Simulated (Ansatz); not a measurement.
Consider CeO2 (P4_2/mnm).

```yaml
crystal:
  lattice:
    - [3.63075, -2.56733, 2.56733]
    - [-3.63075, -2.56733, 2.56733]
    - [0.00000, -2.57134, -2.57134]
  atoms:
    - { symbol: Ce, position: [0.50000, 0.50000, 0.50000] }
    - { symbol: Ce, position: [0.00000, 0.00000, 0.00000] }
    - { symbol: O, position: [0.81266, 0.18734, 0.50000] }
    - { symbol: O, position: [0.18734, 0.81266, 0.50000] }
    - { symbol: O, position: [0.31266, 0.31266, 0.00000] }
    - { symbol: O, position: [0.68734, 0.68734, 0.00000] }
```

The cell and positions are those that the Materials Project relaxed with its own functionals (PBE, PBE+U or r2SCAN), kept fixed. This is not the form that CeO2 usually takes at ambient conditions. The program's search for lower electronic states was switched off, so nothing shows that the state found is the lowest. Spin-orbit coupling is left out unless a run names it. PAW set soft_2, made with PBE.

A constrained-RPA run (Ansatz 0.2.0; non-magnetic LDA; Ce f, bands c1 to c14, 4×4×4 mesh, medium accuracy) builds 14 functions on bands 1.4 eV wide, with 0.0 electrons in the window. The bare on-site interaction is 23.2 eV and the bare J 0.62 eV.

Estimate U, U′ and J.

On the Ce f shell, U = 3.70 eV (16 % of the bare value), U′ = 2.73 eV, J = 0.46 eV.

The parent state is non-magnetic and the interaction static (zero frequency); U depends on the window and the orbitals, so it belongs to this model alone.

[Paths, hosts, dates, memory and timing lines, banners, echoed tables and standing remarks are left out of the program output.]

[Logs are printed without paths, hosts, clocks, repeated set-up lines and the standing remarks that a program may print on its own settings, such as how far it seeks lower states.]

[Runs of the session that timed out or met a known fault of the program may be left out.]

[Hosts, paths, dates, database ids (printed as entryN), source tags and the programs' standing remarks are cut or masked in the printed files.]
